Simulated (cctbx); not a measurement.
# Diagnosing a refinement

Cell a = 8.1580 Å, b = 8.1580 Å, c = 5.5940 Å, α = 90.00°, β = 90.00°, γ = 120.00°; space group P6_3/mcm (no. 193).

Simulated single-crystal data (cctbx): Cu Kα, λ = 1.54184 Å, to d = 0.83 Å, 50 % of the full sphere, strongest reflection 20000 counts, noise from counting, a 1.5 % proportional error and a noise floor of 15 counts (s.d.); no absorption.

An anisotropic refinement with weights 1/σ² prints:

```text
Rint 0.026, 125 unique reflections to 0.84 A
cycle     R1     wR2    GooF  max shift (A)
   1  0.3701  0.6941  46.713   0.02910
   2  0.3586  0.6461  43.485   0.00016
final R1 0.3584 wR2 0.6461 GooF 43.485  parameters 8  data/parameter 15.6
atom        x        y        z      Ueq    occ   su(xyz)  su(Uiso or U11)
Pb1    0.00000  0.40441  0.75000  -0.0073  1.000  0.00248  0.0097  NPD
Ir1    0.00000  0.77353  0.75000  -0.0068  1.000  0.00263  0.0107  NPD
difference map: max 242.60 min -22.06 rms 14.15
Q1    0.3333  0.6667  0.0000    4  254.31  2.85 A from Pb1
Q2    0.0000  0.2421  0.2500    6   75.03  0.13 A from Ir1
Q3    0.0000  0.4040  0.7500    6   65.75  0.00 A from Pb1
Q4    0.0000  0.1937  0.7500    6   22.30  1.72 A from Pb1
Q5    0.0000  0.3231  0.0001   12   20.44  1.55 A from Pb1
Q6    0.1468  0.4545  0.2500   12   11.61  1.63 A from Ir1
```

Q: Accept it or mend it, and why?

Mend it. The fault: an atom left out, Ir at (1/3, 2/3, 1/2). Against the right model at the same level, R1 goes from 0.0094 to 0.3584 and GooF from 1.12 to 43.48, the top difference peak, 254.3 e/Å³, lies 2.85 Å from Pb1 and Pb1 and Ir1 go non-positive-definite. Q1 is the missing atom. With scattering power missing, scale and phases suffer, so peaks may also grow on the heavy atoms.

The compound is Ir5Pb3. The right model at the same level gives:

```text
Rint 0.026, 125 unique reflections to 0.84 A
cycle     R1     wR2    GooF  max shift (A)
   1  0.0214  0.0412   2.794   0.00046
   2  0.0094  0.0165   1.117   0.00000
final R1 0.0094 wR2 0.0165 GooF 1.117  parameters 10  data/parameter 12.5
atom        x        y        z      Ueq    occ   su(xyz)  su(Uiso or U11)
Pb1    0.00000  0.40512  0.75000   0.0101  1.000  0.00006  0.0002
Ir1    0.00000  0.76995  0.75000   0.0098  1.000  0.00006  0.0002
Ir2    0.33333  0.66667  0.50000   0.0312  1.000  0.00000  0.0003
difference map: max 1.87 min -1.75 rms 0.45
Q1    0.0000  0.3277  0.2500    6    2.10  0.80 A from Ir1
Q2    0.1298  0.3560  0.7500   12    1.72  1.31 A from Pb1
Q3    0.0000  0.0587  0.2500    6    1.40  1.40 A from Ir1
Q4    0.1919  0.5489  0.2500   12    1.37  1.76 A from Ir2
Q5    0.0853  0.2392  0.5840   24    1.33  1.53 A from Ir1
Q6    0.0000  0.2471  0.0826   12    1.21  0.95 A from Ir1
```

Isotropic U is held between 0.0001 and 1 Å² by the program, and listed peak heights are interpolated, so they can pass the grid's maximum.

The model is made up (kin elements in a known structure type, no relaxation), so it says nothing on whether the phase exists.

[Middle refinement cycles are left out of these outputs.]

[Logs are printed without paths, hosts, clocks, repeated set-up lines and the standing remarks that a program may print on its own settings, such as how far it seeks lower states.]
